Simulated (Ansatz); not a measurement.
**How the geometry moves the gap of CdS (Greenockite)**

How far does the choice of cell move the gap? The case is CdS (Greenockite).

Method: PBE, HSE06 and G0W0, plane waves, PAW, in Ansatz 0.2.0.

## 1. Starting point

It takes space group P6_3mc (No. 186, hexagonal). The conventional cell has a = 4.137 Å, b = 4.137 Å, c = 6.714 Å, α = 90.00°, β = 90.00°, γ = 120.00°. Nearest to Cd lie 4 S at 2.52 to 2.53 Å. Nearest to S lie 4 Cd at 2.52 to 2.53 Å. Farther neighbours and most contacts between anions are not listed.

The cell and positions come from the Crystallography Open Database and are kept as given unless a step says otherwise. The default PAW set here is soft_2. Its files were made with PBE.

## 2. PBE bands at the given cell

Levels along a band path, at the cheap level, show where the edges lie and whether the meshes to come will hold them.

This step: DFT, PBE, plane waves, PAW.

input.yaml

```yaml
crystal:
  lattice:
    - [4.137, 0.0, 0.0]
    - [-2.0685, 3.5827470955, 0.0]
    - [0.0, 0.0, 6.7144]
  atoms:
    - { symbol: Cd, position: [0.6666666667, 0.3333333333, 0.0] }
    - { symbol: Cd, position: [0.3333333333, 0.6666666667, 0.5] }
    - { symbol: S, position: [0.6666666667, 0.3333333333, 0.375] }
    - { symbol: S, position: [0.3333333333, 0.6666666667, 0.875] }
kpoints:
  mp_grid: { grid: [6, 6, 4] }
  band_path:
    path:
      - [[0.0, 0.0, 0.0], [0.5, 0.0, 0.0], [0.33333333, 0.33333333, 0.0], [0.0, 0.0, 0.0], [0.0, 0.0, 0.5], [0.5, 0.0, 0.5], [0.33333333, 0.33333333, 0.5], [0.0, 0.0, 0.5]]
      - [[0.5, 0.0, 0.5], [0.5, 0.0, 0.0]]
      - [[0.33333333, 0.33333333, 0.5], [0.33333333, 0.33333333, 0.0]]
    npoints: 10
hamiltonian:
  xc: pbe
scf:
  occupations: { method: fermi_dirac, width: 0.02 }
  n_extra_bands: 5
output:
  eigenvalues: true
  write_density: true
  write_potential: true
  elf: true
  volumetric_format: npy
```

Run with:

```sh
$ ansatz run input.yaml --threads 3 --pin off --max-ram 92160MiB --backend cuda --events-out ev --progress --plain --runs-dir out --devices 1 --max-vram 13GiB
```

Numbers of over 12 decimals in the logs are rounded to 6 here.

The program printed:

```text
scf.n_extra_bands = 5 over 26 filled bands (N_el = 52.0): the run solves 31 bands
GPUs: using 1 of 1 available (devices: 1).
Engine: ansatz 0.2.0, x86_64-unknown-linux-gnu
Pseudopotentials: kind: paw
Pseudopotential: Cd, paw, valence charge 20, recommended cutoff 420 eV (normal), Cd.paw.azcp
Pseudopotential: S, paw, valence charge 6, recommended cutoff 420 eV (normal), S.paw.azcp
Functional definition: PBE
  parameter kappa = 0.804
  parameter beta = 0.066725
  exchange = pbe_x(kappa = kappa, mu = beta*pi^2/3)
  correlation = pbe_c(beta = beta)
device memory: the entry about to start is reckoned to put 1.3 GiB on a device that reports 40.8 GiB free (of which the cap on the GPU budget leaves the run 13.0 GiB)
GPU FFT provider: cuFFT
GPU libraries: cuBLAS 13.8.2, cuFFT 12.4.0, cuSOLVER 12.3.4
Crystal: 4 atoms, lattice volume = 99.520 Å³
Basis set: ecut = 420 eV, 1943 PW (Γ)
Bands: 31, of which v1, the nominal top of the filled ones, is band 26 counted from 1 (25 counted from 0)
Symmetry: 12 space group operations
Space group: P63mc (ITA 186), of the structure as read, at distance tolerance 4.6e-5 Å
k-points: 21 of 144 (time reversal used)
Non-local potential: Cd, projectors of the file, l = 0: 3, l = 1: 2, l = 2: 2, l = 3: 1
Non-local potential: S, projectors of the file, l = 0: 2, l = 1: 2, l = 2: 2
PAW form: soft (Blöchl's): semilocal exchange-correlation on the pseudo side does not see the compensation charge
PAW one-centre angular grid: Cd, 590 points (default); XC on 64 Gauss nodes
PAW one-centre angular grid: S, 110 points (default); XC on 64 Gauss nodes
Initial density: superposition of atomic densities (neutral atoms: chi_scale 0, normalization atom), corrected by the library's trained network
Initial wavefunctions: pseudopotential atomic-orbital guess
GPU buffer pool allocated for 40500 grid points (all kernels)
GPU transforms: local potential and band sums: pruned to the plane-wave sphere, on 27×27×45
Functional: x = pbe(κ = 0.804, μ = 0.219515), c = pbe(β = 0.066725)
SCF iter   1: F=—  HF=-18315.619153 eV  |F-HF|=—  |Δ(HF+E_count)|=         —  Δρ=6.01e-4  dr2=4.17e-4  ethr=1.77e-3  ⟨swp⟩=6.2  Hψ=2601  notcnv=0
preconditioner: auto → Resta (q_TF=auto, 2.449 Å⁻¹)  ε∞=4.9  [insulator: Δε(μ)=1.213 eV  Ē_g=11.318 eV  σ=0.020 eV  W_gap=1.00  n_scr=22 (ndim 8)  ℏωp=22.3 eV  f_vac=0.127  D(μ)=0.00/eV (n_scr^D=0)  ε∞_Penn≈4.9]
SCF iter   2: F=—  HF=-18315.620566 eV  |F-HF|=—  |Δ(HF+E_count)|=   1.41e-3  Δρ=2.84e-4  dr2=8.86e-5  ethr=8.01e-7  ⟨swp⟩=2.8  Hψ=1440  notcnv=0  defer=12
SCF iter   3: F=—  HF=-18315.621946 eV  |F-HF|=—  |Δ(HF+E_count)|=   1.38e-3  Δρ=1.08e-4  dr2=9.82e-6  ethr=1.70e-7  ⟨swp⟩=2.0  Hψ=1008  notcnv=0  defer=12
SCF iter   4: F=—  HF=-18315.621969 eV  |F-HF|=—  |Δ(HF+E_count)|=   2.24e-5  Δρ=3.97e-5  dr2=1.54e-6  ethr=1.89e-8  ⟨swp⟩=2.0  Hψ=1008  notcnv=0  defer=12
iter 5 did not close the SCF: its close was put off for the readings that it lacked (scf_convergence_deferred on its scf_iter line)
SCF iter   5: F=-18315.621972 eV  HF=-18315.621972 eV  |F-HF|=1.46e-7  |Δ(HF+E_count)|=   3.18e-6  Δρ=8.55e-6  dr2=9.61e-8  ethr=2.96e-9  ⟨swp⟩=2.0  Hψ=1008  notcnv=0  defer=12
SCF iter   6: F=-18315.621972 eV  HF=-18315.621972 eV  |F-HF|=8.70e-9  |Δ(HF+E_count)|=   1.58e-7  Δρ=2.52e-6  dr2=8.89e-9  ethr=1.85e-10  ⟨swp⟩=5.0  Hψ=2342  notcnv=0
SCF 1 converged in 6 iterations: F = -18315.621972 eV  dr2 = 8.89e-9
[...]
device memory: the entry about to start is reckoned to put 1.5 GiB on a device that reports 39.4 GiB free (of which the cap on the GPU budget leaves the run 13.0 GiB)
NSCF: frozen V_eff on 93 k-points
SCF converged after 6 iterations
Free energy (F): -18315.621972 eV
Harris-Foulkes:  -18315.621972 eV  (|F-HF|=8.70e-9)
Internal energy: -18315.621972 eV  (E = F + TS)
E sigma→0 (E₀):  -18315.621972 eV
Fermi energy:    7.483841 eV
--- Per-component energies (eV) ---
  E_band       = -1014.929642
  E_kinetic    = 1223.982297
  E_local      = -8043.200594  (includes V_loc(G=0)·N_el)
  E_nonlocal   = 124.335145
  E_hartree    = 3694.470490
  E_xc         = -547.926912
  E_vxc        = -618.414213  (∫ρ·V_xc dr)
  E_paw        = -9367.586644  (= ΣΔE_a)
  E_vpaw       = -1090.578297  (= ΣTr[D̂ρ^β])
  E_aug_tail   = 0.000032  (compensation charges beyond the density's cutoff)
  E_ewald      = -5399.695785
  E_smearing   = -0.000000  (= −TS)
  E_closure    = -0.000000  (closes the sum)
  Σ components = -18315.621972   (vs F -18315.621972, Δ=0.00e0)
--- Band table (eV; the first three rows and the last of 21) ---
  k-point 0: bands = [... 22 lower, 6.0976, 6.8235, 6.8671, 6.8671, 8.0855, 9.6692, 13.3244, 13.3244, ... 1 higher]
  k-point 1: bands = [... 22 lower, 6.2037, 6.2037, 6.7472, 6.7472, 8.9710, 9.7438, 13.1713, 13.3938, ... 1 higher]
  k-point 2: bands = [... 22 lower, 6.4686, 6.4686, 6.4686, 6.4686, 9.7289, 9.7289, 13.0502, 13.0502, ... 1 higher]
  k-point 20: bands = [... 22 lower, 4.4530, 4.4530, 5.7460, 5.7460, 11.2759, 11.2759, 12.9577, 12.9577, ... 1 higher]
```

Elapsed: 9.8 s, on 1 × NVIDIA H100 80GB HBM3 (shared by 6 runs) with 3 threads of AMD EPYC 7R13 (Zen 3), shared host; peak memory 0.92 GiB.

Numbers from this step:

| Property | Result |
| --- | --- |
| filled bands | 26 |
| gap | 1.218 eV |
| valence top at | Γ |
| conduction bottom at | Γ |
| least direct gap | 1.218 eV |

The gap is direct, at Γ.

## 3. The relaxed cell

Cell and ions were relaxed with PBE; that run is not shown. It left this cell:

Symmetry: P6_3mc, No. 186, hexagonal system. The conventional cell has a = 4.197 Å, b = 4.197 Å, c = 6.828 Å, α = 90.00°, β = 90.00°, γ = 120.00°. Nearest to Cd lie 4 S at 2.57 Å. S has 4 Cd at 2.57 Å nearest. Farther neighbours and most contacts between anions are not listed.

## 4. PBE at the relaxed cell

The cell differs from the one that the last finished run ended in (a 4.137 → 4.197 Å, b 4.137 → 4.197 Å, c 6.714 → 6.828 Å).

input.yaml, the sections that differ from step 2:

```yaml
crystal:
  lattice:
    - [4.1970655581, 0.0, 0.0]
    - [-2.098532779, 3.6347653946, 0.0]
    - [0.0, 0.0, 6.8277092991]
  atoms:
    - { symbol: Cd, position: [0.6666666667, 0.3333333333, -0.0008116136] }
    - { symbol: Cd, position: [0.3333333333, 0.6666666667, 0.4991883864] }
    - { symbol: S, position: [0.6666666667, 0.3333333333, 0.3758116136] }
    - { symbol: S, position: [0.3333333333, 0.6666666667, 0.8758116136] }
output:
  eigenvalues: true
# kpoints, hamiltonian, scf: as in step 2
```

The program printed:

```text
[...]
GPUs: using 1 of 1 available (devices: 1).
[...]
GPU FFT provider: cuFFT
GPU libraries: cuBLAS 13.8.2, cuFFT 12.4.0, cuSOLVER 12.3.4
Crystal: 4 atoms, lattice volume = 104.159 Å³
Basis set: ecut = 420 eV, 1985 PW (Γ)
Bands: 31, of which v1, the nominal top of the filled ones, is band 26 counted from 1 (25 counted from 0)
[... 1 set-up line as in the run before ...]
[...]
--- Band table (eV; the first three rows and the last of 21) ---
  k-point 0: bands = [... 22 lower, 5.5505, 6.2056, 6.2436, 6.2436, 7.3553, 8.9770, 12.7105, 12.7105, ... 1 higher]
  k-point 1: bands = [... 22 lower, 5.6465, 5.6465, 6.1361, 6.1361, 8.2320, 9.0440, 12.5238, 12.7794, ... 1 higher]
  k-point 2: bands = [... 22 lower, 5.8856, 5.8856, 5.8856, 5.8856, 8.9976, 8.9976, 12.3576, 12.3576, ... 1 higher]
  k-point 20: bands = [... 22 lower, 4.0057, 4.0057, 5.2186, 5.2186, 10.5474, 10.5474, 12.3458, 12.3458, ... 1 higher]
[key lines of the parts left out:]
SCF converged after 6 iterations
Free energy (F): -18315.660269 eV
Fermi energy:    6.807217 eV
```

Wall time 15 s (1 × NVIDIA H100 80GB HBM3 (shared by 6 runs) with 3 threads); peak memory 0.91 GiB; 14 s of CPU time.

Numbers from this step:

| Quantity | Value |
| --- | --- |
| gap | 1.112 eV |
| valence top at | Γ |
| conduction bottom at | Γ |
| least direct gap | 1.112 eV |

The gap is direct, at Γ.

## 5. HSE06 at the relaxed cell

HSE06 mixes in a quarter of exact exchange at short range. Exchange couples all pairs of k points, which makes a full band path dear, so levels are read on the mesh and at chosen points.

This step: DFT, HSE06, plane waves, PAW.

input.yaml, the sections that differ from step 4:

```yaml
kpoints:
  mp_grid: { grid: [6, 6, 2] }
  band_path:
    path:
      - [0.0, 0.0, 0.0]
      - [0.5, 0.0, 0.0]
      - [0.33333333, 0.33333333, 0.0]
      - [0.0, 0.0, 0.5]
      - [0.5, 0.0, 0.5]
      - [0.33333333, 0.33333333, 0.5]
    npoints: 1
hamiltonian:
  xc: hse06
scf:
  occupations: { method: fixed }
  n_extra_bands: 5
# crystal, output: as in step 4
```

The program printed:

```text
[...]
GPUs: using 1 of 1 available (devices: 1).
[...]
davidson cushion auto → on  (no smearing: the cushion is to keep the highest requested band from converging to the state above it; pin scf.eigensolver.cushion to override)
[...]
GPU FFT provider: cuFFT
GPU libraries: cuBLAS 13.8.2, cuFFT 12.4.0, cuSOLVER 12.3.4
Crystal: 4 atoms, lattice volume = 104.159 Å³
Basis set: ecut = 420 eV, 1985 PW (Γ)
[...]
Fermi energy:    5.605431 eV
[...]
--- Band table (eV; the first three rows and the last of 14) ---
  k-point 0: bands = [... 22 lower, 4.8573, 5.5641, 5.6054, 5.6054, 7.7285, 9.4181, 13.2300, 13.2300, ... 1 higher]
  k-point 1: bands = [... 22 lower, 5.2194, 5.2194, 5.2194, 5.2194, 9.4224, 9.4224, 12.8457, 12.8457, ... 1 higher]
  k-point 2: bands = [... 22 lower, 4.4491, 4.5466, 5.3680, 5.4182, 8.8310, 10.2920, 12.4701, 13.5361, ... 1 higher]
  k-point 13: bands = [... 22 lower, 3.2016, 3.2016, 4.5067, 4.5067, 11.0570, 11.0570, 12.7163, 12.7163, ... 1 higher]
[key lines of the parts left out:]
Free energy (F): -18324.390512 eV
```

Wall time 34 s (1 × NVIDIA H100 80GB HBM3 (shared by 6 runs) with 3 threads); peak memory 1.3 GiB.

Numbers from this step:

```yaml
gap: 2.123 eV
valence_top_at: Γ
conduction_bottom_at: Γ
least_direct_gap: 2.123 eV
```

The gap stands +1.01 eV against PBE.

## 6. G0W0 at the relaxed cell

Now the one-shot GW correction: screening in the RPA, then the self-energy of the levels asked for.

This step: G0W0 on PBE, plane waves, PAW.

input.yaml

```yaml
crystal:
  lattice:
    - [4.1970655581, 0.0, 0.0]
    - [-2.098532779, 3.6347653946, 0.0]
    - [0.0, 0.0, 6.8277092991]
  atoms:
    - { symbol: Cd, position: [0.6666666667, 0.3333333333, -0.0008116136] }
    - { symbol: Cd, position: [0.3333333333, 0.6666666667, 0.4991883864] }
    - { symbol: S, position: [0.6666666667, 0.3333333333, 0.3758116136] }
    - { symbol: S, position: [0.3333333333, 0.6666666667, 0.8758116136] }
kpoints:
  mp_grid: { grid: [6, 6, 2] }
hamiltonian:
  xc: pbe
scf:
  occupations: { method: fixed }
gw:
  n_empty_bands: 310
  ecut_chi: 120
  qp_bands: [v2, c2]
  qp_kpoints: band_edges
  screening: { model: contour_deformation }
```

The program printed:

```text
GPUs: using 1 of 1 available (devices: 1).
[...]
GPU FFT provider: cuFFT
GPU libraries: cuBLAS 13.8.2, cuFFT 12.4.0, cuSOLVER 12.3.4
Crystal: 4 atoms, lattice volume = 104.159 Å³
Basis set: ecut = 420 eV, 1985 PW (Γ)
Bands: 32, of which v1, the nominal top of the filled ones, is band 26 counted from 1 (25 counted from 0)
[... 1 set-up line as in the run before ...]
[...]
k-points: 14 of 72
[...]
1    28      8.9976    -8.7963    -3.8143   -12.8678  0.7682     9.2571     9.2547  root
[...]
13    25      5.2194   -18.9558     2.5042   -15.7621  0.7243     4.5015     4.5299  root
    13    26      5.2194   -18.9558     2.5042   -15.7621  0.7243     4.5015     4.5299  root
    13    27     10.5477    -8.2900    -4.2868   -12.9583  0.7603    10.9358    10.9292  root
    13    28     10.5477    -8.2900    -4.2868   -12.9583  0.7603    10.9358    10.9292  root
[key lines of the parts left out:]
SCF converged after 6 iterations
Free energy (F): -18315.658871 eV
Fermi energy:    6.242900 eV
```

The job ended after 23 s (1 × NVIDIA H100 80GB HBM3 (shared by 6 runs) with 3 threads; peak memory 1.4 GiB).

This step gave:

```yaml
bands_summed: 336
rpa_eps_infinity_on_this_mesh_eigenvalues: 7.383, 7.383, 7.574
plane_waves_in_the_screening_matrix: 313
g0w0_gap_on_the_mesh: 1.838 eV
k_of_the_valence_top: 0, 0, 0
k_of_the_conduction_bottom: 0, 0, 0
starting_gap_on_the_mesh: 1.112 eV
least_direct_g0w0_gap_on_the_computed_points: 1.838 eV
```

The gap on the mesh goes from 1.11 eV to 1.84 eV, a correction of +0.73 eV. Between the two edge states, bare exchange in place of the xc potential would open the gap by 6.39 eV, and correlation takes back 5.67 eV.

## 7. G0W0 at the given cell

input.yaml

```yaml
crystal:
  lattice:
    - [4.137, 0.0, 0.0]
    - [-2.0685, 3.5827470955, 0.0]
    - [0.0, 0.0, 6.7144]
  atoms:
    - { symbol: Cd, position: [0.6666666667, 0.3333333333, 0.0] }
    - { symbol: Cd, position: [0.3333333333, 0.6666666667, 0.5] }
    - { symbol: S, position: [0.6666666667, 0.3333333333, 0.375] }
    - { symbol: S, position: [0.3333333333, 0.6666666667, 0.875] }
kpoints:
  mp_grid: { grid: [6, 6, 2] }
hamiltonian:
  xc: pbe
scf:
  occupations: { method: fixed }
gw:
  n_empty_bands: 297
  ecut_chi: 120
  qp_bands: [v2, c2]
  qp_kpoints: band_edges
  screening: { model: contour_deformation }
```

The program printed:

```text
GPUs: using 1 of 1 available (devices: 1).
[...]
GPU FFT provider: cuFFT
GPU libraries: cuBLAS 13.8.2, cuFFT 12.4.0, cuSOLVER 12.3.4
Crystal: 4 atoms, lattice volume = 99.520 Å³
Basis set: ecut = 420 eV, 1943 PW (Γ)
Bands: 32, of which v1, the nominal top of the filled ones, is band 26 counted from 1 (25 counted from 0)
[... 1 set-up line as in the run before ...]
[...]
k-points: 14 of 72
[...]
1    28      9.7287    -8.7118    -3.8741   -12.8607  0.7767    10.0058    10.0036  root
[...]
13    25      5.7464   -19.2572     2.5109   -16.0294  0.7343     5.0049     5.0296  root
    13    26      5.7464   -19.2572     2.5109   -16.0294  0.7343     5.0049     5.0296  root
    13    27     11.2761    -8.3301    -4.2943   -13.0227  0.7699    11.6803    11.6744  root
    13    28     11.2761    -8.3301    -4.2943   -13.0227  0.7699    11.6803    11.6744  root
[key lines of the parts left out:]
SCF converged after 6 iterations
Free energy (F): -18315.621335 eV
Fermi energy:    6.866229 eV
```

Run time: 23 s. Hardware: 1 × NVIDIA H100 80GB HBM3 (shared by 6 runs) with 3 threads; peak memory 1.4 GiB.

This step gave:

- bands summed: 323
- RPA ε∞ on this mesh (eigenvalues): 6.981, 6.981, 7.139
- plane waves in the screening matrix: 311
- G0W0 gap on the mesh: 1.981 eV
- k of the valence top: 0, 0, 0
- k of the conduction bottom: 0, 0, 0
- starting gap on the mesh: 1.219 eV
- least direct G0W0 gap on the computed points: 1.981 eV

The gap on the mesh goes from 1.22 eV to 1.98 eV, a correction of +0.76 eV. Between the two edge states, bare exchange in place of the xc potential would open the gap by 6.50 eV, and correlation takes back 5.74 eV.

## 8. Together

G0W0 rows are gaps on the mesh, lowered by the amount that the mesh misses the start's edges, a rough step that assumes the same correction there.

```csv
level,given cell (eV),relaxed cell (eV),change (eV)
PBE,1.22,1.11,−0.11
HSE06,-,2.12,-
G0W0@PBE,1.98,1.84,−0.14
```

## 9. What came out

```yaml
volume_change: +4.7 %
pbe_given_cell: 1.22 eV
pbe_relaxed_cell: 1.11 eV
hse06_relaxed_cell: 2.12 eV
g0w0_pbe_relaxed_cell: 1.84 eV
g0w0_pbe_given_cell: 1.98 eV
known_limits: not at the basis limit; no spin-orbit coupling; coarse k mesh
```

Relaxation changes the volume by +4.7 % and the gap by −0.11 eV (PBE) and −0.14 eV (G0W0@PBE). Bands and cutoff are finite, so the gap is not at the basis limit. The miss can reach some tenths of an eV and take either sign; the mesh is an error of its own. The 6×6×2 mesh is coarse for this cell (its supercell is 13 Å along the shortest edge). The RPA ε∞ on it, from the PBE start, is 6.98 and 7.14; such meshes misread the long-range screening, most where the gap is narrow. The many-body steps are scalar-relativistic: spin-orbit coupling is not in them.

[Paths, hosts, dates, memory and timing lines, banners, echoed tables and standing remarks are left out of the program output.]

[Logs are printed without paths, hosts, clocks, repeated set-up lines and the standing remarks that a program may print on its own settings, such as how far it seeks lower states.]

[Runs of the session that timed out or met a known fault of the program may be left out.]

[Cells called generated may have been cut or substituted from an entry of the Crystallography Open Database or the Materials Project.]

[No measured gap is set beside runs whose start may be inverted or whose files or cutoffs have a known fault.]

[Hosts, paths, dates, database ids (printed as entryN), source tags and the programs' standing remarks are cut or masked in the printed files.]
